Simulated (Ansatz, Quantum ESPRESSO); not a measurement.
# H4BrN (P-43m): modes at Γ and the response to a field, part 3 of 3

Which modes does H4BrN (P-43m) have at the zone centre?

Quantum ESPRESSO 7.5; DFT LDA, scalar-relativistic, plane waves, JTH PAW pseudopotentials.

So far, mean static dielectric tensor (ions relaxed, fixed cell): step 6 (zone-centre analysis) 6.27. The relaxed cell has a = 3.882 Å (conventional setting).

**8. Sum rules set otherwise (asr no)**

Without the rule the raw error of the acoustic modes shows.

dynmat.in reads:

```
&INPUT
  fildyn = 'g.dyn'
  asr    = 'no'
  lperm  = .true.
/
```

Launch:

```console
$ dynmat.x -in dynmat.in > dynmat.out
```

Numbers of over 12 decimals in the logs are rounded to 6 here.

What it wrote:

```text
[banner, memory and clock lines left out]
Program DYNMAT v.7.5

     Reading Dynamical Matrix from file g.dyn
     ...Force constants read
     ...epsilon and Z* read
     A direction for q was not specified:TO-LO splitting will be absent

     Polarizability (A^3 units)
     multiply by 0.556848 for Clausius-Mossotti correction
        11.116301    0.000000    0.000000
         0.000000   11.116301    0.000000
         0.000000    0.000000   11.116301

     IR activities are in (D/A)^2/amu units

# mode   [cm-1]    [THz]      IR
    1      3.68    0.1102    0.0000
    2      3.68    0.1102    0.0000
    3      3.68    0.1102    0.0000
    4    188.44    5.6494    2.5472
    5    188.44    5.6494    2.5472
    6    188.44    5.6494    2.5472
    7    427.16   12.8061    0.0000
    8    427.16   12.8061    0.0000
    9    427.16   12.8061    0.0000
   10   1348.32   40.4217    3.1142
   11   1348.32   40.4217    3.1142
   12   1348.32   40.4217    3.1142
   13   1635.93   49.0440    0.0000
   14   1635.93   49.0440    0.0000
   15   3001.31   89.9771    0.0000
   16   3011.48   90.2818   49.4152
   17   3011.48   90.2818   49.4152
   18   3011.48   90.2818   49.4152

Electronic dielectric permittivity tensor (relative, adimensional)
         3.387465    0.000000    0.000000
         0.000000    3.387465    0.000000
         0.000000    0.000000    3.387465

 ... with zone-center polar mode contributions
         6.263223    0.000000    0.000000
         0.000000    6.263223   -0.000000
         0.000000   -0.000000    6.263223

[end of the log left out, with the tail of the file of modes that dynmat.x writes under the same name]
```

The job ended after 0.47 s (1 thread of Arm Neoverse V2, shared host).

This step gave:

```
lowest optical zone-centre mode : 188.4 cm⁻¹
mean static dielectric constant : 6.263
```

Zone-centre frequencies as printed; negative means imaginary. Modes:

```csv
mode,frequency (cm⁻¹)
1,3.68
2,3.68
3,3.68
4,188.4
5,188.4
6,188.4
7,427.2
8,427.2
9,427.2
10,1348
11,1348
12,1348
13,1636
14,1636
15,3001
16,3011
17,3011
18,3011
```

Against the first rule no mode moves by more than 3.7 cm⁻¹.

**9. The LO-TO splitting (1 0 0)**

A longitudinal polar mode sets up a macroscopic field that stiffens it; the term hangs on the direction from which q goes to zero.

dynmat.in reads:

```
&INPUT
  fildyn = 'g.dyn'
  asr    = 'simple'
  q(1)   = 1.0
  q(2)   = 0.0
  q(3)   = 0.0
/
```

Launch:

```console
$ dynmat.x -in dynmat.in > dynmat.out
```

What it wrote:

```text
[banner, memory and clock lines left out]
Program DYNMAT v.7.5

     Reading Dynamical Matrix from file g.dyn
     ...Force constants read
     ...epsilon and Z* read

     Polarizability (A^3 units)
     multiply by 0.556848 for Clausius-Mossotti correction
        11.116301    0.000000    0.000000
         0.000000   11.116301    0.000000
         0.000000    0.000000   11.116301

     IR activities are in (D/A)^2/amu units

# mode   [cm-1]    [THz]      IR
    1     -0.00   -0.0000    0.0000
    2      0.00    0.0000    0.0000
    3      0.00    0.0000    0.0000
    4    188.30    5.6450    2.5508
    5    188.30    5.6450    2.5508
    6    246.81    7.3992    2.1935
    7    427.10   12.8042    0.0000
    8    427.10   12.8042    0.0000
    9    427.10   12.8042    0.0000
   10   1348.30   40.4211    3.1194
   11   1348.30   40.4211    3.1194
   12   1360.01   40.7721    2.7823
   13   1635.91   49.0435    0.0000
   14   1635.91   49.0435    0.0000
   15   3001.31   89.9770    0.0000
   16   3011.47   90.2817   49.4311
   17   3011.47   90.2817   49.4311
   18   3099.15   92.9102   50.1255

[end of the log left out, with the tail of the file of modes that dynmat.x writes under the same name]
```

It took 0.47 s on 1 thread.

Read from the output:

* highest mode moved by the LO-TO term: 3099 cm⁻¹

Zone-centre frequencies as printed; negative means imaginary. Modes:

```csv
mode,frequency (cm⁻¹)
1,0
2,0
3,0
4,188.3
5,188.3
6,246.8
7,427.1
8,427.1
9,427.1
10,1348
11,1348
12,1360
13,1636
14,1636
15,3001
16,3011
17,3011
18,3099
```

The field moves 3 modes; the highest of them now lies at 3099 cm⁻¹, where the highest that moved away lay at 3012.

**10. The same in Ansatz**

The same cell goes through another code, with its own cutoff. The potentials differ. Its k mesh is centred on Γ.

This step: DFT LDA, scalar-relativistic, plane waves, PAW (Ansatz 0.2.0).

input.yaml reads:

```yaml
crystal:
  lattice:
    - [3.8821980888, 0.0, 0.0]
    - [0.0, 3.8821980888, 0.0]
    - [0.0, 0.0, 3.8821980888]
  atoms:
    - { symbol: H, position: [0.1563071231, 0.1563071231, 0.1563071231] }
    - { symbol: H, position: [0.1563071231, 0.8436928769, 0.8436928769] }
    - { symbol: H, position: [0.8436928769, 0.8436928769, 0.1563071231] }
    - { symbol: H, position: [0.8436928769, 0.1563071231, 0.8436928769] }
    - { symbol: Br, position: [0.5, 0.5, 0.5] }
    - { symbol: "N", position: [0.0, 0.0, 0.0] }
kpoints:
  mp_grid: { grid: [6, 6, 6] }
hamiltonian:
  xc: lda
scf:
  occupations: { method: fixed }
output:
  eigenvalues: true
phonons:
  method: dfpt
  dielectric: true
  rigid_motions: translations
```

Launch:

```console
$ ansatz run input.yaml --threads 4 --pin off --max-ram 8192MiB --backend cpu --events-out ev --progress --plain --runs-dir out
```

What it wrote:

```text
Engine: ansatz 0.2.0, aarch64-unknown-linux-gnu
Pseudopotentials: kind: paw
Pseudopotential: H, paw, valence charge 1, recommended cutoff 420 eV (normal), H.paw.azcp
Pseudopotential: Br, paw, valence charge 7, recommended cutoff 420 eV (normal), Br.paw.azcp
Pseudopotential: N, paw, valence charge 5, recommended cutoff 420 eV (normal), N.paw.azcp
Functional definition: SPW92
  exchange = slater_x
  correlation = pw_c
Crystal: 6 atoms, lattice volume = 58.510 Å³
Basis set: ecut = 420 eV, 1189 PW (Γ), exchange–correlation on 54×54×54 points (8 copies of the dense FFT grid, shifted against one another)
Bands: 14, of which v1, the nominal top of the filled ones, is band 8 counted from 1 (7 counted from 0)
Symmetry: 24 space group operations
k-points: 68 of 216 (irreducible under 2 space group operations, time reversal used)
Non-local potential: H, projectors of the file, l = 0: 2, l = 1: 1
Non-local potential: Br, projectors of the file, l = 0: 2, l = 1: 2, l = 2: 2
Non-local potential: N, projectors of the file, l = 0: 2, l = 1: 2, l = 2: 1
PAW form: soft (Blöchl's): semilocal exchange-correlation on the pseudo side does not see the compensation charge
PAW frozen core: Br, regenerated for the run's functional, and the local potential with it (the file was generated under x = pbe(κ = 0.804, μ = 0.219515), c = pbe(β = 0.066725))
PAW frozen core: N, regenerated for the run's functional, and the local potential with it (the file was generated under x = pbe(κ = 0.804, μ = 0.219515), c = pbe(β = 0.066725))
PAW one-centre angular grid: H, 110 points (default); XC on 64 Gauss nodes
PAW one-centre angular grid: Br, 110 points (default); XC on 64 Gauss nodes
PAW one-centre angular grid: N, 110 points (default); XC on 64 Gauss nodes
Initial density: superposition of atomic densities (neutral atoms: chi_scale 0, normalization atom), corrected by the library's trained network
Initial wavefunctions: pseudopotential atomic-orbital guess
Functional: x = slater, c = lda
SCF iter   1: F=—  HF=-3133.665002 eV  |F-HF|=—  |Δ(HF+E_count)|=         —  Δρ=8.08e-3  dr2=1.90e-2  ethr=1.77e-3  ⟨swp⟩=5.6  Hψ=4650  notcnv=0  defer=259
preconditioner: auto → none  [insulator: Δε(μ)=4.323 eV  Ē_g=15.340 eV  n_scr=6 (ndim 8)  ℏωp=19.4 eV  f_vac=0.000  ε∞_Penn≈2.6]
SCF iter   2: F=—  HF=-3133.660721 eV  |F-HF|=—  |Δ(HF+E_count)|=   4.28e-3  Δρ=3.26e-3  dr2=3.79e-3  ethr=1.19e-4  ⟨swp⟩=2.2  Hψ=1773  notcnv=0  defer=254
SCF iter   3: F=—  HF=-3133.660166 eV  |F-HF|=—  |Δ(HF+E_count)|=   5.55e-4  Δρ=1.90e-3  dr2=1.82e-3  ethr=2.37e-5  ⟨swp⟩=2.0  Hψ=1483  notcnv=0  defer=260
SCF iter   4: F=—  HF=-3133.659622 eV  |F-HF|=—  |Δ(HF+E_count)|=   5.44e-4  Δρ=1.28e-4  dr2=3.79e-6  ethr=1.14e-5  ⟨swp⟩=2.0  Hψ=1447  notcnv=0  defer=255
SCF iter   5: F=—  HF=-3133.659626 eV  |F-HF|=—  |Δ(HF+E_count)|=   3.98e-6  Δρ=4.34e-5  dr2=7.60e-7  ethr=2.37e-8  ⟨swp⟩=2.9  Hψ=1597  notcnv=0  defer=131
SCF iter   6: F=—  HF=-3133.659624 eV  |F-HF|=—  |Δ(HF+E_count)|=   1.21e-6  Δρ=1.16e-5  dr2=4.62e-8  ethr=4.75e-9  ⟨swp⟩=2.2  Hψ=1156  notcnv=0  defer=103
SCF iter   7: F=—  HF=-3133.659624 eV  |F-HF|=—  |Δ(HF+E_count)|=   1.07e-8  Δρ=8.65e-7  dr2=1.96e-10  ethr=2.89e-10  ⟨swp⟩=2.1  Hψ=1202  notcnv=0  defer=103
SCF iter   8: F=-3133.659624 eV  HF=-3133.659624 eV  |F-HF|=6.82e-12  |Δ(HF+E_count)|=  5.46e-12  Δρ=1.01e-7  dr2=6.20e-12  ethr=1.00e-12  ⟨swp⟩=14.3  Hψ=6690  notcnv=0
SCF 1 converged in 8 iterations: F = -3133.659624 eV  dr2 = 6.20e-12
  greatest PAW one-centre occupation: 0.911 electrons in one spin orbital (limit 2), on the Br atom at site 4 (counted from 0), in its partial waves of l = 0
DFPT response loops at Γ: preconditioner auto → none (the input reference at scf.mixing.eps_inf says where Resta's filter doesn't serve); β = 0.50; Broyden in place of MSR1
── the response to a field inside a basis, on 6×6×6 k-points: an SCF that follows is theirs, and a resumed run solves both again ──
Bands: 9, of which v1, the nominal top of the filled ones, is band 8 counted from 1 (7 counted from 0)
k-points: 10 of 216 (time reversal used)
Initial density: handed on by an earlier stage of this run
Initial wavefunctions: pseudopotential atomic-orbital guess (no wavefunctions were taken with the density)
Eigensolver: Dense (10 Hₖ)
SCF iter   1: F=—  HF=-3133.665817 eV  |F-HF|=—  |Δ(HF+E_count)|=         —  Δρ=4.71e-4  dr2=2.05e-5  ethr=1.00e-1
preconditioner: auto → none  [insulator: Δε(μ)=5.056 eV  Ē_g=13.219 eV  n_scr=6 (ndim 8)  ℏωp=19.4 eV  f_vac=0.000  ε∞_Penn≈3.2]
SCF iter   2: F=—  HF=-3133.665819 eV  |F-HF|=—  |Δ(HF+E_count)|=   1.87e-6  Δρ=2.33e-4  dr2=5.84e-6  ethr=1.28e-7
SCF iter   3: F=—  HF=-3133.665821 eV  |F-HF|=—  |Δ(HF+E_count)|=   1.61e-6  Δρ=8.39e-5  dr2=2.36e-6  ethr=3.65e-8
SCF iter   4: F=-3133.665820 eV  HF=-3133.665820 eV  |F-HF|=7.87e-11  |Δ(HF+E_count)|=   5.61e-7  Δρ=5.48e-6  dr2=6.56e-9  ethr=1.47e-8
SCF 1 converged in 4 iterations: F = -3133.665820 eV  dr2 = 6.56e-9
DFPT response loops at Γ: mixed as the last ones told, above
SCF converged after 8 iterations
Free energy (F): -3133.659624 eV
Harris-Foulkes:  -3133.659624 eV  (|F-HF|=6.82e-12)
Internal energy: -3133.659624 eV  (E = F + TS)
E sigma→0 (E₀):  -3133.659624 eV
Fermi energy:    1.452808 eV
--- Per-component energies (eV) ---
  E_band       = -84.586114
  E_kinetic    = 319.528346
  E_local      = -597.522538  (includes V_loc(G=0)·N_el)
  E_nonlocal   = 125.742613
  E_hartree    = 164.505210
  E_xc         = -354.941324
  E_vxc        = -225.552698  (∫ρ·V_xc dr)
  E_paw        = -2281.714535  (= ΣΔE_a)
  E_vpaw       = -35.787632  (= ΣTr[D̂ρ^β])
  E_aug_tail   = -0.004640  (compensation charges beyond the density's cutoff)
  E_ewald      = -509.539311
  E_core_change = 0.286555  (= ΣΔE_core)
  E_smearing   = -0.000000  (= −TS)
  E_closure    = -0.000000  (closes the sum)
  Σ components = -3133.659624   (vs F -3133.659624, Δ=0.00e0)
--- Band table (eV; the first three rows and the last of 68) ---
  k-point 0: bands = [... 4 lower, -5.5070, 1.4492, 1.4492, 1.4492, 5.8003, 8.0824, 8.0824, 11.3746, ... 2 higher]
  k-point 1: bands = [... 4 lower, -5.4729, 0.7644, 1.3919, 1.3919, 6.5288, 8.3521, 8.8435, 11.2500, ... 2 higher]
  k-point 2: bands = [... 4 lower, -5.4043, -0.2561, 1.2720, 1.2720, 7.8403, 9.1563, 10.1637, 11.1374, ... 2 higher]
  k-point 67: bands = [... 4 lower, -5.8122, -0.2513, -0.2513, -0.2513, 9.4556, 9.4556, 9.4556, 12.0930, ... 2 higher]
--- Phonons (Γ-DFPT): 3 representative perturbations + reference, on 68 of 216 k-points (Σ response iterations 10) ---
  k mesh reduced under 2 symmetry operations, with k and −k counted as one. Each operation leaves every solved perturbation unchanged. A smaller set is not considered because the run solves the response to a homogeneous field
  ASR residual: 1.872e-4 → 0.000e0 eV/Å²; symmetrization residual: 3.540e-7 eV/Å²
  ASR residual per site (eV/Å²): 1.05e-5 1.05e-5 1.05e-5 1.05e-5 1.87e-4 5.22e-6
  Γ frequencies (cm⁻¹): 0.00 0.00 0.00 188.27 188.27 188.27 431.97 431.97 431.97 1348.67 1348.67 1348.67 1635.92 1635.92 3006.81 3017.20 3017.20 3017.20
  ε∞ (high-frequency dielectric tensor):
        3.372478     0.000000     0.000000
        0.000000     3.372478    -0.000000
        0.000000    -0.000000     3.372478
  ε⁰ (static dielectric tensor: ions relaxed, cell fixed):
        6.224908    -0.000000    -0.000000
       -0.000000     6.224908     0.000000
       -0.000000     0.000000     6.224908
  ε⁰ − ε∞ (ionic part):
        2.852431    -0.000000    -0.000000
       -0.000000     2.852431     0.000000
       -0.000000     0.000000     2.852431
  softest optical mode at Γ: 188.27 cm⁻¹; the repairs (sum rule, projections) moved no ω² at Γ by more than (2.88 cm⁻¹)²
  Born effective charges Z* (e; rows j = field, columns β = displacement):
    site 0:
         0.59610    0.32962    0.32962
         0.32962    0.59610    0.32962
         0.32962    0.32962    0.59610
    site 1:
         0.59610   -0.32962   -0.32962
        -0.32962    0.59610    0.32962
        -0.32962    0.32962    0.59610
    site 2:
         0.59610    0.32962   -0.32962
         0.32962    0.59610   -0.32962
        -0.32962   -0.32962    0.59610
    site 3:
         0.59610   -0.32962    0.32962
        -0.32962    0.59610   -0.32962
         0.32962   -0.32962    0.59610
    site 4:
        -1.22682   -0.00000    0.00000
        -0.00000   -1.22682    0.00000
         0.00000    0.00000   -1.22682
    site 5:
        -1.15760   -0.00000    0.00000
        -0.00000   -1.15760    0.00000
        -0.00000    0.00000   -1.15760
  Z* charge neutrality: 3.834e-3 e pre-enforcement
  solved inside a basis spanned on kpoints, on 6×6×6 k-points, its susceptibility summed on 10×10×10: ε∞ is read to err by 1.1e-2, Z* by 8.7e-3 e (field_mesh: kpoints solves on kpoints); Z* is corrected for what the basis lacks
  optical modes at Γ without the LO–TO term, one row a degenerate level:
      ω (cm⁻¹)  modes    IR ((D/Å)²/amu)
        188.27      3             7.5628
        431.97      3             0.0000
       1348.67      3             9.2457
       1635.92      2             0.0000
       3006.81      1             0.0000
       3017.20      3           148.3937
  optical modes at Γ + LO–TO along q̂ = [1.0000, 0.0000, 0.0000]:
      ω (cm⁻¹)  modes    IR ((D/Å)²/amu)
        188.27      2             5.0419
        246.41      1             2.1682
        431.97      3             0.0000
       1348.67      2             6.1638
       1360.29      1             2.7481
       1635.92      2             0.0000
       3006.81      1             0.0000
[...]
optical modes at Γ + LO–TO along q̂ = [0.0000, 1.0000, 0.0000]:
      ω (cm⁻¹)  modes    IR ((D/Å)²/amu)
[...]
3006.81      1             0.0000
       3017.20      2            98.9292
       3105.15      1            50.1512
  optical modes at Γ + LO–TO along q̂ = [0.0000, 0.0000, 1.0000]:
      ω (cm⁻¹)  modes    IR ((D/Å)²/amu)
        188.27      2             5.0419
        246.41      1             2.1682
        431.97      3             0.0000
       1348.67      2             6.1638
       1360.29      1             2.7481
       1635.92      2             0.0000
       3006.81      1             0.0000
       3017.20      2            98.9292
       3105.15      1            50.1512
```

Elapsed: 9 s, on 4 threads; peak memory 0.49 GiB.

This step gave:

```yaml
gap_on_the_k_mesh: 4.347 eV
sum_rule_residual_before_enforcement: 1.87e-4 eV/Å²
miss_of_the_charge_sum_rule: 0.003834 e
estimated_error_of_the_dielectric_tensor: 0.01071
estimated_error_of_the_born_charges: 0.008682 e
highest_optical_zone_centre_mode_no_lo_to_term: 3017 cm⁻¹
lowest_optical_zone_centre_mode: 188.3 cm⁻¹
mean_high_frequency_dielectric_constant: 3.373
largest_born_charge_in_size_third_of_the_trace: 1.227 e
mean_static_dielectric_constant: 6.225
highest_mode_moved_by_the_lo_to_term: 3105 cm⁻¹
```

Transverse modes. Lines of the infrared spectrum (strongest = 100):

```csv
position (cm⁻¹),label,"IR intensity ((D/Å)²/amu), degenerate modes summed, relative"
188,T2,5.1
432,T1,0.0
1349,T2,6.2
1636,E,0.0
3007,A1,0.0
3017,T2,100
```

**11. Side by side: QE JTH and Ansatz, PAW**

Worked out from the results:

| Property | Result |
| --- | --- |
| root-mean-square difference | 3.65 cm⁻¹ |
| largest difference | 5.73 cm⁻¹ |

The 12 of 15 modes that differ most. Frequencies side by side:

```csv
q (reciprocal lattice),mode,QE JTH (cm⁻¹),"Ansatz, PAW (cm⁻¹)"
0 0 0,4,188.3,188.3
0 0 0,5,188.3,188.3
0 0 0,7,427.1,432
0 0 0,8,427.1,432
0 0 0,9,427.1,432
0 0 0,10,1348,1349
0 0 0,11,1348,1349
0 0 0,12,1348,1349
0 0 0,15,3001,3007
0 0 0,16,3011,3017
0 0 0,17,3011,3017
0 0 0,18,3011,3017
```

The two runs side by side. Further quantities:

```csv
quantity,QE JTH,"Ansatz, PAW"
mean ε∞,3.388,3.373
"largest Born charge in size (e; the first before, the second after the charge sum rule)",1.234,1.227
```

At the zone centre the largest difference (acoustic modes at Γ apart) is 0.2 % of the highest mode.

**12. Summary of results**

| Item | Value |
| --- | --- |
| space group after relaxation | P-43m |
| volume per atom | 9.75 Å³ |
| gap on the k-mesh | 4.35 eV |
| highest optical zone-centre mode (no LO-TO term) | 3011 cm⁻¹ |
| lowest optical zone-centre mode | 188.3 cm⁻¹ |
| highest mode moved by the LO-TO term | 3099 cm⁻¹ |
| mean high-frequency dielectric constant | 3.39 |
| largest Born charge in size (third of the trace) | 1.23 e |
| mean static dielectric constant | 6.27 |
| imaginary optical modes at the zone centre (no q mesh in this session) | none |
| largest difference from Ansatz, PAW | 5.73 cm⁻¹ |

At the LDA level the optical modes of H4BrN (P-43m) at the zone centre (no LO-TO term) run from 188 to 3011 cm⁻¹. Along the directions run, the highest mode that the macroscopic field moves lies at 3099 cm⁻¹. Lattice motion raises the mean dielectric constant from 3.388 to 6.271. Of the 15 optical modes, 9 are both infrared and Raman active, 3 are silent and 3 are Raman active alone. QE JTH and Ansatz, PAW differ by 3.6 cm⁻¹ in the root mean square and by 5.7 cm⁻¹ at most, 0.2 % of the highest mode compared (acoustic modes at Γ left out); the two use different potentials, and the cell was not relaxed for the second set. The highest LO mode, which hangs on the field response, is 3099 against 3105 cm⁻¹. These are harmonic frequencies at zero temperature: anharmonic shifts and linewidths and thermal expansion are left out.

[Host names and launcher messages were left out of these logs when they were recorded.]

[Logs are printed without paths, hosts, clocks, repeated set-up lines and the standing remarks that a program may print on its own settings, such as how far it seeks lower states.]

[Hosts, paths, dates, database ids (printed as entryN), source tags and the programs' standing remarks are cut or masked in the printed files.]
